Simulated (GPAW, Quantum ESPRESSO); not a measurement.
# Cu K-edge XANES of YCu (Pm-3m), part 3 of 4

Aim: the Cu K edge of YCu (Pm-3m) by two routes, a Lanczos recursion (XSpectra) and a sum over empty bands (GPAW), to see which features are robust.

Quantum ESPRESSO 7.5 and GPAW 26.7.0; core-hole supercells, plane-wave PAW LDA.

So far. Step 7 (Spectrum with XCH, Cu atom 2 (Quantum ESPRESSO)): The total-energy difference is 8995.58 eV. One term is added: -29.79 eV, since the hole is spin-paired here and a spin-polarised one costs that much less in the free atom (computed apart). The photon energy is then 8965.79 eV. The tabulated edge of the element is 8979 eV. The functional leaves an error in such absolute values: in the free atom LDA prices this hole 18.3 eV below PBE (computed apart), and PBE is itself good to a few eV.

### Step 9. Ground state of the crystal (GPAW)

Level of this step: plane-wave PAW DFT, LDA, self-consistent field (GPAW).

The second program starts from its own ground state, on the same cell and functional.

scf.py

```python
import numpy as np
from ase import Atoms
from ase.parallel import parprint, paropen
from gpaw import GPAW, PW, FermiDirac, Mixer, MixerDif, setup_paths
from gpaw.test import gen
setup_paths.insert(0, '.')
gen('Cu', name='nch1s', xcname='LDA', corehole=(1, 0, 0), write_xml=True)
from gpaw.mpi import world
world.barrier()

atoms = Atoms('YCu',
    cell=[[3.45811539, 0, 0],
     [0, 3.45811539, 0],
     [0, 0, 3.45811539]],
    scaled_positions=[[0, 0, 0],
     [0.5, 0.5, 0.5]],
    pbc=True)
atoms.calc = calc = GPAW(legacy_gpaw=True, mode=PW(500, force_complex_dtype=True), xc='LDA', setups={1: 'nch1s'},
    kpts={'size': (7, 7, 7), 'gamma': True}, occupations=FermiDirac(0.05),
    charge=0, mixer=Mixer(0.1, 5, 50), maxiter=150,
    convergence={'density': 0.0001, 'eigenstates': 1e-6}, txt='scf.txt')
energy = atoms.get_potential_energy() + calc.get_reference_energy()
ef = calc.get_fermi_level()
out = dict(energy=energy, fermi=ef, forces=atoms.get_forces().tolist())
parprint(f'all-electron energy {energy:.4f} eV, Fermi level {ef:.4f} eV')
ev = np.array([[calc.get_eigenvalues(k, s) for k in range(len(calc.get_ibz_k_points()))] for s in range(calc.get_number_of_spins())])
out['homo'], out['lumo'], out['counts'] = ev[ev < ef].max(), ev[ev > ef].min(), sorted(set((ev < ef).sum((0, 2)).tolist()))
out['filled'] = (ev[:, 0] < ef).sum(1).tolist()
import json
with paropen('out.json', 'w') as f:
    json.dump(out, f)
```

Launch:

```bash
OMP_NUM_THREADS=1 mpirun -n 4 gpaw python scf.py
```

Numbers of over 12 decimals in the logs are rounded to 6 here.

Log:

```text
Input parameters:
  convergence: {density: 0.0001,
                eigenstates: 1e-06}
  kpts: {gamma: True,
         size: (7, 7, 7)}
  maxiter: 150
  mixer: {backend: pulay,
          beta: 0.1,
          method: separate,
          nmaxold: 5,
          weight: 50}
  mode: {ecut: 500.0,
         force_complex_dtype: True,
         name: pw}
  occupations: {fixmagmom: False,
                name: fermi-dirac,
[...]
*s    :     0.821514
4p(0) :    -0.028757     1.001617
*p    :     0.971243
3d(10):    -0.195673     0.277238
*d    :     0.804327
--------------------------------

Diagonalizing with gridspacing h=0.050

state   all-electron     PAW
-------------------------------
4s:      -0.178486    -0.178572
4p:      -0.028757    -0.028678
3d:      -0.195673    -0.196155
*f:                    0.071609
-------------------------------
all-electron energy -136949.2826 eV, Fermi level 7.3165 eV
[key lines of the parts left out:]
Converged after 12 iterations.
Dipole moment: (-0.000000, -0.000000, 0.000000) |e|*Ang
Free energy:    -10.308258
Fermi level: 7.31648
```

Run time: 5.3 s. Hardware: 4 MPI ranks of Arm Neoverse V2, shared host; peak memory 0.17 GiB; 21 s of CPU time.

The mesh shows no gap, so the system is treated as a metal and the core electron is put at the Fermi level (neutral cell).

### Step 10. Spectrum without a core hole, Cu atom 2 (GPAW)

Without a hole the spectrum is the empty density of states of the right symmetry on the absorber, weighted by matrix elements. It needs only the small cell and serves as the baseline. The data set with a hole of occupation 0 only carries the core orbital.

xas.py

```python
import numpy as np
from ase import Atoms
from ase.parallel import parprint, paropen
from gpaw import GPAW, PW, FermiDirac, Mixer, MixerDif, setup_paths
from gpaw.test import gen
setup_paths.insert(0, '.')
gen('Cu', name='nch1s', xcname='LDA', corehole=(1, 0, 0), write_xml=True)
from gpaw.mpi import world
world.barrier()

atoms = Atoms('YCu',
    cell=[[3.45811539, 0, 0],
     [0, 3.45811539, 0],
     [0, 0, 3.45811539]],
    scaled_positions=[[0, 0, 0],
     [0.5, 0.5, 0.5]],
    pbc=True)
atoms.calc = calc = GPAW(legacy_gpaw=True, mode=PW(500, force_complex_dtype=True), xc='LDA', setups={1: 'nch1s'},
    kpts={'size': (10, 10, 10), 'gamma': True}, occupations=FermiDirac(0.1),
    charge=0, mixer=Mixer(0.1, 5, 50), maxiter=150,
    convergence={'density': 0.0001, 'eigenstates': 1e-6}, txt='scf.txt')
energy = atoms.get_potential_energy() + calc.get_reference_energy()
ef = calc.get_fermi_level()
out = dict(energy=energy, fermi=ef, forces=atoms.get_forces().tolist())
parprint(f'all-electron energy {energy:.4f} eV, Fermi level {ef:.4f} eV')
ev = np.array([[calc.get_eigenvalues(k, s) for k in range(len(calc.get_ibz_k_points()))] for s in range(calc.get_number_of_spins())])
out['homo'], out['lumo'], out['counts'] = ev[ev < ef].max(), ev[ev > ef].min(), sorted(set((ev < ef).sum((0, 2)).tolist()))
out['filled'] = (ev[:, 0] < ef).sum(1).tolist()

from ase.units import Ha
from gpaw.xas import dipole_matrix_elements
nb = int(calc.get_number_of_electrons() / 2) + 33
top = nb
nscf = calc.fixed_density(kpts={'size': (9, 9, 9), 'gamma': True},
    convergence={'eigenstates': 1.0}, txt='nscf.txt')
nscf.diagonalize_full_hamiltonian(nbands=nb)
cell = atoms.cell.array
ops = [cell.T @ U.T @ np.linalg.inv(cell.T) for U in nscf.wfs.kd.symmetry.op_scc]
E = np.arange(-25, 34, 0.1)
fwhm = np.interp(E, [4, 25], [1.55, 3.5])
Y, X, zero, highest = 0, 0, 1e9, 1e9
for spin in range(nscf.get_number_of_spins()):
    wfs = nscf.wfs
    mine = wfs.bd.get_slice()  # this rank's bands
    A = dipole_matrix_elements(wfs.setups[1])
    eps = np.zeros((wfs.kd.nibzkpts, nb))
    d = np.zeros((3, A.shape[1], wfs.kd.nibzkpts, nb), complex)
    for kpt in wfs.kpt_u:
        if kpt.s == spin and 1 in kpt.P_ani:
            eps[kpt.k, mine] = kpt.eps_n * Ha
            d[:, :, kpt.k, mine] = (kpt.weight * wfs.nspins / 2) ** 0.5 * np.inner(A, kpt.P_ani[1])
    world.sum(eps)
    world.sum(d)
    T = np.einsum('amkn,bmkn->abkn', d, d.conj()).real
    T = sum(np.einsum('ai,ijkn,bj->abkn', R, T, R) for R in ops) / len(ops)
    empty = eps > ef
    zero, highest = min(zero, eps[empty].min()), min(highest, eps[:, top - 1].min())
    lines = [(eps, T, empty)] if spin == 0 else lines + [(eps, T, empty)]
for eps, T, empty in lines:
    f = np.einsum('aakn->akn', T).reshape(3, -1)
    x = eps.ravel() - zero
    w = np.interp(x, E, fwhm) / 2.35482
    g = np.exp(-0.5 * ((E[:, None] - x) / w) ** 2) / (w * (2 * np.pi) ** 0.5)
    Y = Y + (f * empty.ravel()) @ g.T
    X = X + (f * ~empty.ravel()) @ g.T
out.update(E=E.round(2).tolist(), xas=Y.tolist(), xes=X.tolist(), zero=zero, valid=highest - zero, nk=len(eps), nb=nb)
for i in range(0, len(E), 10):
    parprint(f'{E[i]:7.2f}', *(f'{v:10.3e}' for v in Y[:, i]))
import json
with paropen('out.json', 'w') as f:
    json.dump(out, f)
```

Launch:

```bash
OMP_NUM_THREADS=1 mpirun -n 4 gpaw python xas.py
```

Log:

```text
Input parameters:
  convergence: {density: 0.0001,
                eigenstates: 1e-06}
  kpts: {gamma: True,
         size: (10, 10, 10)}
  maxiter: 150
  mixer: {backend: pulay,
          beta: 0.1,
          method: separate,
          nmaxold: 5,
          weight: 50}
  mode: {ecut: 500.0,
         force_complex_dtype: True,
         name: pw}
  occupations: {fixmagmom: False,
                name: fermi-dirac,
[...]
*d    :     0.804327
--------------------------------

Diagonalizing with gridspacing h=0.050

state   all-electron     PAW
-------------------------------
4s:      -0.178486    -0.178572
4p:      -0.028757    -0.028678
3d:      -0.195673    -0.196155
*f:                    0.071609
-------------------------------
all-electron energy -136949.3132 eV, Fermi level 7.3032 eV
[...]
32.00  1.878e-07  1.878e-07  1.878e-07
  33.00  2.056e-07  2.056e-07  2.056e-07
[key lines of the parts left out:]
Converged after 12 iterations.
Dipole moment: (-0.000000, -0.000000, -0.000000) |e|*Ang
Free energy:    -10.351068
Fermi level: 7.30316
```

Run time: 29 s. Hardware: 4 MPI ranks; peak memory 0.32 GiB; 1.9 min of CPU time.

The Cu K spectrum, Cu atom 2, no core hole (energy from the lowest empty level; intensity scaled to a mean of 1 over the first 20 eV):

```
E (eV)  intensity
  -2.0       0.00
  -1.5       0.01
  -1.0       0.07
  -0.5       0.24
   0.0       0.52
   0.5       0.73
   1.0       0.76
   1.5       0.75
   2.0       0.78
   2.5       0.78
   3.0       0.68
   3.5       0.52
   4.0       0.39
   4.5       0.35
   5.0       0.44
   5.5       0.61
   6.0       0.75
   6.5       0.80
   7.0       0.80
   7.5       0.82
   8.0       0.89
   8.5       1.07
   9.0       1.34
   9.5       1.62
  10.0       1.81
  10.5       1.82
  11.0       1.69
  11.5       1.51
  12.0       1.36
  12.5       1.27
  13.0       1.20
  13.5       1.16
  14.0       1.13
  14.5       1.13
  15.0       1.14
  15.5       1.15
  16.0       1.14
  16.5       1.10
  17.0       1.04
  17.5       0.99
  18.0       0.94
  18.5       0.91
  19.0       0.88
  19.5       0.87
  20.0       0.89
  20.5       0.93
  21.0       1.00
  21.5       1.08
  22.0       1.17
  22.5       1.23
  23.0       1.28
  23.5       1.29
  24.0       1.30
  24.5       1.31
  25.0       1.32
  25.5       1.33
  26.0       1.34
  26.5       1.34
  27.0       1.33
  27.5       1.31
  28.0       1.27
  28.5       1.23
  29.0       1.19
  29.5       1.16
  30.0       1.13
  30.5       1.12
  31.0       1.12
  31.5       1.14
  32.0       1.18
```

Main maxima below 30 eV (height): 2.2 eV (0.79), 10.2 eV (1.84) and 26.4 eV (1.34). 

The same matrix elements for filled bands give the Cu K emission of Cu atom 2 (ground-state approximation; energy from the lowest empty level, largest value 1):

```
E (eV)  emission
-24.00      0.00
-23.25      0.01
-22.50      0.01
-21.75      0.00
-21.00      0.00
-20.25      0.00
-19.50      0.00
-18.75      0.00
-18.00      0.00
-17.25      0.00
-16.50      0.00
-15.75      0.00
-15.00      0.00
-14.25      0.00
-13.50      0.00
-12.75      0.00
-12.00      0.00
-11.25      0.00
-10.50      0.00
 -9.75      0.00
 -9.00      0.00
 -8.25      0.00
 -7.50      0.00
 -6.75      0.00
 -6.00      0.02
 -5.25      0.05
 -4.50      0.11
 -3.75      0.22
 -3.00      0.30
 -2.25      0.37
 -1.50      0.68
 -0.75      1.00
  0.00      0.67
  0.75      0.17
  1.50      0.01
  2.25      0.00
  3.00      0.00
```

Emission maxima: -0.8 eV (1.00).

### Step 11. Reference energy of the supercell (GPAW)

Total energies of two programs can't be mixed, so the cell and mesh of GPAW's hole run get a reference energy of their own.

scf.py, as its differences from that of step 9:

```diff
@@ -10,11 +10,17 @@
 
-atoms = Atoms('YCu',
-    cell=[[3.45811539, 0, 0],
-     [0, 3.45811539, 0],
-     [0, 0, 3.45811539]],
+atoms = Atoms('Y4Cu4',
+    cell=[[3.45811539, 3.45811539, 3.45811539],
+     [-3.45811539, 3.45811539, -3.45811539],
+     [-3.45811539, -3.45811539, 3.45811539]],
     scaled_positions=[[0, 0, 0],
-     [0.5, 0.5, 0.5]],
+     [0, 0.5, 0.5],
+     [0.5, 0, 0.5],
+     [0.5, 0.5, 0],
+     [0.5, 0, 0],
+     [0.5, 0.5, 0.5],
+     [0, 0, 0.5],
+     [0, 0.5, 0]],
     pbc=True)
-atoms.calc = calc = GPAW(legacy_gpaw=True, mode=PW(500, force_complex_dtype=True), xc='LDA', setups={1: 'nch1s'},
-    kpts={'size': (7, 7, 7), 'gamma': True}, occupations=FermiDirac(0.05),
+atoms.calc = calc = GPAW(legacy_gpaw=True, mode=PW(500, force_complex_dtype=True), xc='LDA', setups={4: 'nch1s'},
+    kpts={'size': (5, 5, 5), 'gamma': True}, occupations=FermiDirac(0.1),
     charge=0, mixer=Mixer(0.1, 5, 50), maxiter=150,
```

Launch:

```bash
OMP_NUM_THREADS=1 mpirun -n 4 gpaw python scf.py
```

Log:

```text
Input parameters:
  convergence: {density: 0.0001,
                eigenstates: 1e-06}
  kpts: {gamma: True,
         size: (5, 5, 5)}
  maxiter: 150
  mixer: {backend: pulay,
          beta: 0.1,
          method: separate,
          nmaxold: 5,
          weight: 50}
  mode: {ecut: 500.0,
         force_complex_dtype: True,
         name: pw}
  occupations: {fixmagmom: False,
                name: fermi-dirac,
[...]
*s    :     0.821514
4p(0) :    -0.028757     1.001617
*p    :     0.971243
3d(10):    -0.195673     0.277238
*d    :     0.804327
--------------------------------

Diagonalizing with gridspacing h=0.050

state   all-electron     PAW
-------------------------------
4s:      -0.178486    -0.178572
4p:      -0.028757    -0.028678
3d:      -0.195673    -0.196155
*f:                    0.071609
-------------------------------
all-electron energy -547797.2530 eV, Fermi level 7.2899 eV
[key lines of the parts left out:]
Converged after 14 iterations.
Dipole moment: (0.000000, 0.000000, 0.000000) |e|*Ang
Free energy:    -41.405934
Fermi level: 7.28994
```

Run time: 25 s. Hardware: 4 MPI ranks; peak memory 0.28 GiB; 98 s of CPU time.

Reference energy: -547797.253 eV with the cores included.

[end of part 3 of 4]

[Banner, clock and machine lines of the logs are left out without a mark of their own.]

[Logs are printed without paths, hosts, clocks, repeated set-up lines and the standing remarks that a program may print on its own settings, such as how far it seeks lower states.]

[Hosts, paths, dates, database ids (printed as entryN), source tags and the programs' standing remarks are cut or masked in the printed files.]

[Lists of maxima count a maximum above −3 eV only where it reaches 4 % of the highest in the window and stands out from its surroundings by 2 % of it (1.5 % where it reaches 55 %); shoulders and weaker maxima are passed over, and of the rest the first, up to two pre-edge ones and the few strongest are named.]
